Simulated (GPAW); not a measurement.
# Sc2NS2 MXene monolayer: simulated STM images

What would a tunnelling microscope show on Sc2NS2 MXene monolayer?

Method: GPAW, PAW setups; layer in a repeated cell with vacuum, relaxation of atoms and in-plane cell, in the first sound run; inputs show where later runs differ, in GPAW 26.7.0.

This is a report of a sequence of runs, with most program output left out.

### 1. The starting structure

The cell holds 5 atoms: 2 S, 2 Sc and 1 N. Cell: a = 3.155 Å, b = 3.155 Å, c = 24.144 Å, α = 90.0°, β = 90.0°, γ = 120.0°. Vacuum lies along c.

### 2. Relaxing the atoms

The atoms are relaxed first, since the surface dipole, and with it the work function, follows the positions of the outer layers.

run.py reads:

```python
import json
import numpy as np
from ase import Atoms
from ase.filters import FrechetCellFilter
from ase.optimize import BFGS
from gpaw import GPAW, PW

slab = Atoms(
    ['S', 'Sc', 'N', 'Sc', 'S'],
    positions=[
        [-0.00000, 1.82130, 9.00000],
        [1.57729, 0.91065, 10.82737],
        [0.00000, 0.00000, 12.07208],
        [-0.00000, 1.82130, 13.31679],
        [1.57729, 0.91065, 15.14416]],
    cell=[[3.15458, 0.0, 0.0], [-1.57729, 2.73195, 0.0], [0.0, 0.0, 24.1442]],
    pbc=[True, True, True])

slab.calc = GPAW(mode=PW(600), xc='PBE', kpts={'size': (12, 12, 1), 'gamma': True},
                 occupations={'name': 'fermi-dirac', 'width': 0.05}, nbands='160%',
                 convergence={'density': 1e-05}, maxiter=200,
                 symmetry={'tolerance': 1e-3}, txt='slab.txt')
result = {}
# The in-plane cell is free; stress needs a cell that repeats along all three vectors
path = []
opt = BFGS(FrechetCellFilter(slab, mask=[1, 1, 0, 0, 0, 1]), maxstep=0.2)
opt.attach(lambda: path.append((slab.get_potential_energy(), slab.positions.tolist(), slab.get_forces().tolist())))
result['relaxed'] = bool(opt.run(fmax=0.02, steps=45))
result['path'] = path
result['cell'] = slab.cell.tolist()
print('in-plane lattice', slab.cell.cellpar().round(4)[[0, 1, 5]])
energy = slab.get_potential_energy()
fermi = slab.calc.get_fermi_level()
v = slab.calc.get_electrostatic_potential().mean((0, 1)) - fermi
n = slab.calc.get_pseudo_density().mean((0, 1))
L = slab.cell[2, 2]
z = np.arange(len(v)) * L / len(v)
low, high = slab.positions[:, 2].min(), slab.positions[:, 2].max()
below, above = np.interp([low - 6.8, high + 6.8], z, v)
slopes = [np.interp(x, z, np.gradient(v, z)) for x in (low - 6.8, high + 6.8)]
eps = np.array([[slab.calc.get_eigenvalues(k, s) for k in range(len(slab.calc.get_ibz_k_points()))]
                for s in range(slab.calc.get_number_of_spins())]) - fermi
top, bottom = eps[eps < 0].max(), eps[eps > 0].min()
dipole = slab.get_dipole_moment()[2]
print(f'energy {energy:.4f} eV, Fermi level {fermi:.4f} eV, dipole {dipole:.5f} e A')
print(f'potential 6.8 A off the faces, from the Fermi level: lower {below:.4f} eV, upper {above:.4f} eV')
print(f'slope of the potential there: lower {slopes[0]:.5f}, upper {slopes[1]:.5f} eV/A')
print(f'nearest levels on the mesh: {top:.4f} and {bottom:.4f} eV')
print('magnetic moment', round(slab.get_magnetic_moment(), 3))
result.update(energy=energy, fermi=fermi, dipole=dipole, below=below, above=above, slopes=slopes, edges=[top, bottom],
              z=z.tolist(), v=v.tolist(), n=n.tolist(), positions=slab.positions.tolist(),
              forces=slab.get_forces(apply_constraint=False).tolist(), moments=slab.get_magnetic_moments().tolist())
json.dump(result, open('result.json', 'w'))
```

Started as:

```
OMP_NUM_THREADS=1 OPENBLAS_NUM_THREADS=1 python run.py
```

Elapsed: 5.5 min, on 1 thread of AMD EPYC 9B45 (Zen 5), shared host; peak memory 0.57 GiB.

Numbers from this step:

* dipole along the normal: -5.64e-4 e·Å
* levels nearest the Fermi level on the mesh: -0.01860, 0.06292 eV from the Fermi level

The electrostatic potential energy of an electron (without an applied field's), less the Fermi level, planar mean oscillates, so the rows of the table below give means over windows of 1.64 Å about each position, cut where the curve ends. Its maxima inside the range that stand out by 2 % of the span (Å: eV): 9.9: -2.35, 11.6: -3.93, 12.6: -3.93, 14.2: -2.35. Its minima: 9.1: -15.8, 10.8: -13.9, 12.1: -9.95, 13.4: -13.9, 15.0: -15.8.

Electrostatic potential energy of an electron (without an applied field's), less the Fermi level, planar mean against z; means over each step:

| z (Å) | electrostatic potential energy of an electron (without an applied field's), less the Fermi level, planar mean (eV) |
| --- | --- |
| 0.82 | 6.79 |
| 2.46 | 6.79 |
| 4.10 | 6.79 |
| 5.74 | 6.79 |
| 7.38 | 6.31 |
| 9.02 | -6.42 |
| 10.66 | -8.30 |
| 12.30 | -6.57 |
| 13.94 | -7.73 |
| 15.58 | -3.35 |
| 17.22 | 6.69 |
| 18.86 | 6.80 |
| 20.50 | 6.80 |
| 22.14 | 6.80 |
| 23.78 | 6.79 |

The pseudo valence density, planar mean oscillates, so the rows of the table below give means over windows of 1.29 Å about each position, cut where the curve ends. Its maxima inside the range that stand out by 2 % of the span (Å: e/Å³): 8.8: 0.387, 9.5: 0.434, 10.9: 1.17, 12.1: 0.605, 13.3: 1.17, 14.7: 0.434, 15.3: 0.387. Its minima: 9.1: 0.361, 10.0: 0.325, 11.6: 0.439, 12.6: 0.439, 14.1: 0.325, 15.0: 0.361.

Pseudo valence density, planar mean against z; means over each step:

| z (Å) | pseudo valence density, planar mean (e/Å³) |
| --- | --- |
| 4.52 | 2.1e-6 |
| 5.80 | 1.3e-4 |
| 7.10 | 0.00823 |
| 8.38 | 0.221 |
| 9.68 | 0.389 |
| 10.96 | 0.785 |
| 12.25 | 0.531 |
| 13.54 | 0.758 |
| 14.84 | 0.383 |
| 16.12 | 0.122 |
| 17.41 | 0.00253 |
| 18.71 | 4.0e-5 |

The relaxation lowered the energy of the cell by 0.430 eV (energies extrapolated to zero smearing; the optimiser's log prints free energies). The largest force left on a free atom is 0.011 eV/Å.

### 3. The slab's potential

With the geometry fixed, the planar mean of the potential gives the vacuum level on each side.

This step: GPAW, PAW setups; slab in vacuum (GPAW 26.7.0).

The cell differs from the one that the last finished run ended in (c 24.144 → 23.909 Å).

run.py reads:

```python
import json
import numpy as np
from ase import Atoms
from ase.dft.stm import STM
from gpaw import GPAW, PW

slab = Atoms(
    ['S', 'Sc', 'N', 'Sc', 'S'],
    positions=[
        [0.00000, 1.90707, 9.00000],
        [1.65157, 0.95354, 10.67506],
        [0.00000, -0.00000, 11.95423],
        [-0.00000, 1.90707, 13.23340],
        [1.65157, 0.95354, 14.90846]],
    cell=[[3.30314, -0.0, 0.0], [-1.65157, 2.86061, 0.0], [0.0, 0.0, 23.9085]],
    pbc=[True, True, False])

slab.calc = GPAW(mode=PW(500), xc='PBE', kpts={'size': (12, 12, 1), 'gamma': True},
                 occupations={'name': 'fermi-dirac', 'width': 0.05}, nbands='160%',
                 convergence={'density': 1e-05}, maxiter=200,
                 poissonsolver={'dipolelayer': 'xy'},
                 symmetry={'tolerance': 1e-3}, txt='slab.txt')
result = {}
energy = slab.get_potential_energy()
fermi = slab.calc.get_fermi_level()
v = slab.calc.get_electrostatic_potential().mean((0, 1)) - fermi
n = slab.calc.get_pseudo_density().mean((0, 1))
L = slab.cell[2, 2]
z = np.arange(len(v)) * L / len(v)
low, high = slab.positions[:, 2].min(), slab.positions[:, 2].max()
below, above = np.interp([low - 6.8, high + 6.8], z, v)
slopes = [np.interp(x, z, np.gradient(v, z)) for x in (low - 6.8, high + 6.8)]
eps = np.array([[slab.calc.get_eigenvalues(k, s) for k in range(len(slab.calc.get_ibz_k_points()))]
                for s in range(slab.calc.get_number_of_spins())]) - fermi
top, bottom = eps[eps < 0].max(), eps[eps > 0].min()
dipole = slab.get_dipole_moment()[2]
print(f'energy {energy:.4f} eV, Fermi level {fermi:.4f} eV, dipole {dipole:.5f} e A')
print(f'potential 6.8 A off the faces, from the Fermi level: lower {below:.4f} eV, upper {above:.4f} eV')
print(f'slope of the potential there: lower {slopes[0]:.5f}, upper {slopes[1]:.5f} eV/A')
print(f'nearest levels on the mesh: {top:.4f} and {bottom:.4f} eV')
print('magnetic moment', round(slab.get_magnetic_moment(), 3))
result.update(energy=energy, fermi=fermi, dipole=dipole, below=below, above=above, slopes=slopes, edges=[top, bottom],
              z=z.tolist(), v=v.tolist(), n=n.tolist(), positions=slab.positions.tolist(),
              forces=slab.get_forces(apply_constraint=False).tolist(), moments=slab.get_magnetic_moments().tolist())

# Images need the states of the whole zone, up to time reversal
slab.calc = slab.calc.fixed_density(symmetry={'point_group': False}, txt='states.txt', nbands='280%',
                                    convergence={'bands': 'CBM+2.3'})
stm = STM(slab)
result['stm'] = []
for bias in [-1.5, 2.0]:
    height = high + 3.0
    current = stm.get_averaged_current(bias, height)
    x, y, h = stm.scan(bias, current)
    i, f = divmod(height / L * stm.ldos.shape[2], 1)
    I = abs((1 - f) * stm.ldos[:, :, int(i)] + f * stm.ldos[:, :, int(i) + 1])
    print(f'bias {bias} V: mean current at 3.0 A {current:.4e}, corrugation {np.ptp(h):.4f} A')
    result['stm'].append(dict(bias=bias, current=current, h=(h - high).tolist(), I=I.tolist()))
json.dump(result, open('result.json', 'w'))
```

Wall time 2.8 min (1 thread); peak memory 0.82 GiB.

This step gave:

| Item | Value |
| --- | --- |
| dipole along the normal | -5.66e-4 e·Å |
| levels nearest the Fermi level on the mesh | -0.01781, 0.06295 eV from the Fermi level |
| upper work function | 6.800 eV |
| lower work function | 6.789 eV |
| corrugation -1.5 | 0.4889 Å |
| corrugation 2 | 0.4429 Å |

The electrostatic potential energy of an electron (without an applied field's), less the Fermi level, planar mean oscillates, so the rows of the table below give means over windows of 1.72 Å about each position, cut where the curve ends. Its maxima inside the range that stand out by 2 % of the span (Å: eV): 9.8: -2.36, 11.5: -3.92, 12.4: -3.92, 14.2: -2.35. Its minima: 9.0: -15.8, 10.7: -13.9, 12.0: -10.00, 13.2: -13.9, 14.9: -15.8.

The electrostatic potential energy of an electron (without an applied field's), less the Fermi level, planar mean by z; means over each step:

```csv
z (Å),"electrostatic potential energy of an electron (without an applied field's), less the Fermi level, planar mean (eV)"
0.86,6.79
2.58,6.79
4.30,6.79
6.02,6.78
7.74,4.44
9.46,-7.90
11.18,-8.91
12.90,-8.71
14.62,-7.41
16.34,5.40
18.06,6.79
19.78,6.80
21.50,6.80
23.22,6.80
```

The pseudo valence density, planar mean oscillates, so the rows of the table below give means over windows of 1.34 Å about each position, cut where the curve ends. Its maxima inside the range that stand out by 2 % of the span (Å: e/Å³): 8.8: 0.380, 9.4: 0.433, 10.7: 1.19, 12.0: 0.597, 13.2: 1.19, 14.5: 0.433, 15.1: 0.380. Its minima: 9.0: 0.356, 9.9: 0.332, 11.3: 0.447, 12.6: 0.447, 14.0: 0.332, 14.9: 0.356.

The pseudo valence density, planar mean by z; means over each step:

```csv
z (Å),"pseudo valence density, planar mean (e/Å³)"
4.69,5.6e-6
6.03,4.0e-4
7.37,0.0300
8.71,0.329
10.05,0.587
11.39,0.641
12.73,0.722
14.07,0.478
15.41,0.277
16.75,0.0155
18.09,2.0e-4
19.43,3.0e-6
```

Tip height over the top atom over a1 and a2. Sample bias -1.5 V, constant current at the mean current 3.0 Å over the top atom.

Ten even steps from '_' (2.72 Å) to '@' (3.21 Å):
```
....::::--====++++++++====--::::....
::::::::::--------------::::::::::..
::::::::::::::::::::::::::::::::::::
----::::..............::::----======
====--::..________..::--====++++++++
++==--::..______..::--==++**********
**++--::..____..::--++****########**
**++--::..__..::--++**####%%%%%%####
**++--::....::--++**##%%%%@@@@%%%%##
**++--::..::--++**##%%@@@@@@@@@@%%##
**==--::::--==**##%%@@@@@@@@@@@@%%##
++==::::::==++**##%%@@@@@@@@@@%%##**
==--::::--==**##%%@@@@@@@@@@@@%%##**
--::::::--++**##%%@@@@@@@@@@%%##**++
::::::::==++**##%%%%@@@@%%%%##**++==
::..::::==++**####%%%%%%####**++==::
......::==++****########****++==::..
__..::::--==++**********++==--::::..
```
Columns: a1 from 0 to 0.944; rows upwards: a2 from 0 to 0.944.

Local density of states summed over the bias window over a1 and a2. Sample bias -1.5 V, constant height 3.0 Å over the top atom.

Values in units of 1e-5 arbitrary, 12 rows by 16 columns, each cell a mean:
```
2.6 2.8 3.0 3.2 3.4 3.7 3.9 4.0 4.0 3.8 3.6 3.4 3.1 2.9 2.7 2.6
3.0 3.0 3.0 3.0 3.0 3.1 3.1 3.1 3.1 3.1 3.1 3.1 3.1 3.0 3.0 3.0
3.7 3.4 3.1 2.8 2.6 2.5 2.4 2.5 2.6 2.9 3.1 3.4 3.7 3.9 3.9 3.9
4.3 3.7 3.2 2.7 2.4 2.2 2.2 2.4 2.9 3.3 3.9 4.4 4.8 5.0 5.0 4.7
4.8 4.0 3.3 2.7 2.4 2.3 2.6 3.0 3.8 4.6 5.4 6.1 6.5 6.6 6.3 5.7
5.0 4.1 3.3 2.8 2.6 2.7 3.2 3.9 4.9 6.0 6.9 7.5 7.8 7.6 7.0 6.1
4.9 3.9 3.2 2.9 2.9 3.4 4.2 5.2 6.5 7.6 8.5 8.9 8.8 8.2 7.3 6.2
4.5 3.6 3.1 3.0 3.3 4.0 5.0 6.2 7.6 8.6 9.2 9.3 8.9 8.1 7.0 5.7
3.8 3.2 3.0 3.2 3.8 4.7 5.9 7.0 8.2 8.8 9.1 8.8 8.2 7.2 6.0 4.8
3.2 2.9 3.0 3.3 4.0 5.0 6.1 7.1 7.9 8.2 8.2 7.7 7.0 6.0 4.9 4.0
2.7 2.7 2.9 3.4 4.1 4.9 5.7 6.3 6.7 6.7 6.5 6.0 5.3 4.4 3.7 3.1
2.5 2.6 2.9 3.3 3.9 4.4 5.0 5.3 5.5 5.4 5.1 4.6 4.0 3.5 3.0 2.7
```
Columns: a1 from 0 to 0.944; rows upwards: a2 from 0 to 0.944.

Tip height over the top atom over a1 and a2. Sample bias 2 V, constant current at the mean current 3.0 Å over the top atom.

Ten even steps from '_' (2.71 Å) to '@' (3.16 Å):
```
++++++++++++++++++++++++++++++++++++
++++++======================++++++++
++++====----::::::::----====++++++++
++++==--::::......::::--==++++******
**++==--::..____..::--==++**********
**++==::..______..::==++****######**
**++==::..____..::==++**####%%%%####
**++==::......::==++**##%%%%%%%%%%##
**++==::::::::==++**##%%%%@@@@%%%%##
**++==--::--==++**##%%@@@@@@@@@@%%##
**++==----==++**##%%@@@@@@@@@@@@%%##
**++======++**##%%%%@@@@@@@@@@%%%%##
**++====++****##%%@@@@@@@@@@@@%%##**
++++++++++**##%%%%@@@@@@@@@@%%%%##**
++++++++****##%%%%%%@@@@%%%%%%##****
++++++++****####%%%%%%%%%%####****++
++++++++******############******++++
++++++++++******************++++++++
```
Columns: a1 from 0 to 0.944; rows upwards: a2 from 0 to 0.944.

Local density of states summed over the bias window over a1 and a2. Sample bias 2 V, constant height 3.0 Å over the top atom.

Ten even steps from '_' (0.79 × 1e-5 arbitrary) to '@' (2.28 × 1e-5 arbitrary):
```
------------------------------------
------::::::::::::::::::::::--------
----::::................::::--------
----::....__________....::----======
----::..____________..::----========
==--::..__________..::--==++++++++++
==--::..________..::--==++********++
==--::..______..::--==++**######**++
==--::..____..::--==++####%%%%####++
==--::......::--==++##%%%%@@%%%%##++
==--::....::--==++##%%@@@@@@@@%%##++
==--::::::--==++**##%%@@@@@@%%##**++
----::::----++**##%%@@@@@@@@%%##**++
----------==++**##%%%%@@%%%%##**++==
--------====++**####%%%%####**++====
--------====++****######****++====--
--------====++++++++++++++++====----
------------==============----------
```
Columns: a1 from 0 to 0.944; rows upwards: a2 from 0 to 0.944.

The potential is flat to 6.7e-5 eV/Å where it is read, so the vacuum is wide enough.

### 4. A changed run

One more run, with changed settings.

run.py reads:

```python
import json
import numpy as np
from ase import Atoms
from gpaw import GPAW, PW

slab = Atoms(
    ['S', 'Sc', 'N', 'Sc', 'S'],
    positions=[
        [0.00000, 1.90707, 9.00000],
        [1.65157, 0.95354, 10.67506],
        [0.00000, -0.00000, 11.95423],
        [-0.00000, 1.90707, 13.23340],
        [1.65157, 0.95354, 14.90846]],
    cell=[[3.30314, -0.0, 0.0], [-1.65157, 2.86061, 0.0], [0.0, 0.0, 23.9085]],
    pbc=[True, True, False])

slab.calc = GPAW(mode=PW(500), xc='PBE', kpts={'size': (12, 12, 1), 'gamma': True},
                 occupations={'name': 'fermi-dirac', 'width': 0.05}, nbands='160%',
                 convergence={'density': 1e-05}, maxiter=100,
                 poissonsolver={'dipolelayer': 'xy'},
                 symmetry={'tolerance': 1e-3}, txt='slab.txt')
result = {}
energy = slab.get_potential_energy()
fermi = slab.calc.get_fermi_level()
v = slab.calc.get_electrostatic_potential().mean((0, 1)) - fermi
n = slab.calc.get_pseudo_density().mean((0, 1))
L = slab.cell[2, 2]
z = np.arange(len(v)) * L / len(v)
low, high = slab.positions[:, 2].min(), slab.positions[:, 2].max()
below, above = np.interp([low - 1.0, high + 1.0], z, v)
slopes = [np.interp(x, z, np.gradient(v, z)) for x in (low - 1.0, high + 1.0)]
eps = np.array([[slab.calc.get_eigenvalues(k, s) for k in range(len(slab.calc.get_ibz_k_points()))]
                for s in range(slab.calc.get_number_of_spins())]) - fermi
top, bottom = eps[eps < 0].max(), eps[eps > 0].min()
dipole = slab.get_dipole_moment()[2]
print(f'energy {energy:.4f} eV, Fermi level {fermi:.4f} eV, dipole {dipole:.5f} e A')
print(f'potential 1.0 A off the faces, from the Fermi level: lower {below:.4f} eV, upper {above:.4f} eV')
print(f'slope of the potential there: lower {slopes[0]:.5f}, upper {slopes[1]:.5f} eV/A')
print(f'nearest levels on the mesh: {top:.4f} and {bottom:.4f} eV')
print('magnetic moment', round(slab.get_magnetic_moment(), 3))
result.update(energy=energy, fermi=fermi, dipole=dipole, below=below, above=above, slopes=slopes, edges=[top, bottom],
              z=z.tolist(), v=v.tolist(), n=n.tolist(), positions=slab.positions.tolist(),
              forces=slab.get_forces(apply_constraint=False).tolist(), moments=slab.get_magnetic_moments().tolist())
json.dump(result, open('result.json', 'w'))
```

The job ended after 32 s (1 thread; peak memory 0.28 GiB).

The run finished. A setting was moved off its sound value on purpose, so it serves as a test and not as the result.

The fault put into the input: the potential probed 1 A off the face (probe = 1.0).

### 5. What came out

```json
{
  "work function, upper and lower face": "6.800 and 6.789 eV",
  "dipole along the normal": "-5.7e-4 e Å",
  "corrugation at -1.5 V": "0.489 Å",
  "corrugation at 2 V": "0.443 Å"
}
```

**Reading.** The tip height varies by 0.44 to 0.49 Å over the cell, much the same at every bias tried. Negative sample bias images filled states, positive bias empty ones. The images are of Tersoff-Hamann type: an s-wave tip, no tip-sample forces, heights closer than in a microscope. The starting lattice was a guess from atomic radii; the relaxation moved it by 5 %. The small printed dipole stands for a step of 11 meV from the lower to the upper face, and the probes find 11 meV; values this small are near the numerical noise of both. The cell holds an odd number of electrons, so without spin polarisation it must come out metallic and without a moment, whatever its true state. The layer's cell and atoms come from the relaxation; spin-orbit coupling and temperature are left out.

[Logs are printed without paths, hosts, clocks, repeated set-up lines and the standing remarks that a program may print on its own settings, such as how far it seeks lower states.]

[Hosts, paths, dates, database ids (printed as entryN), source tags and the programs' standing remarks are cut or masked in the printed files.]
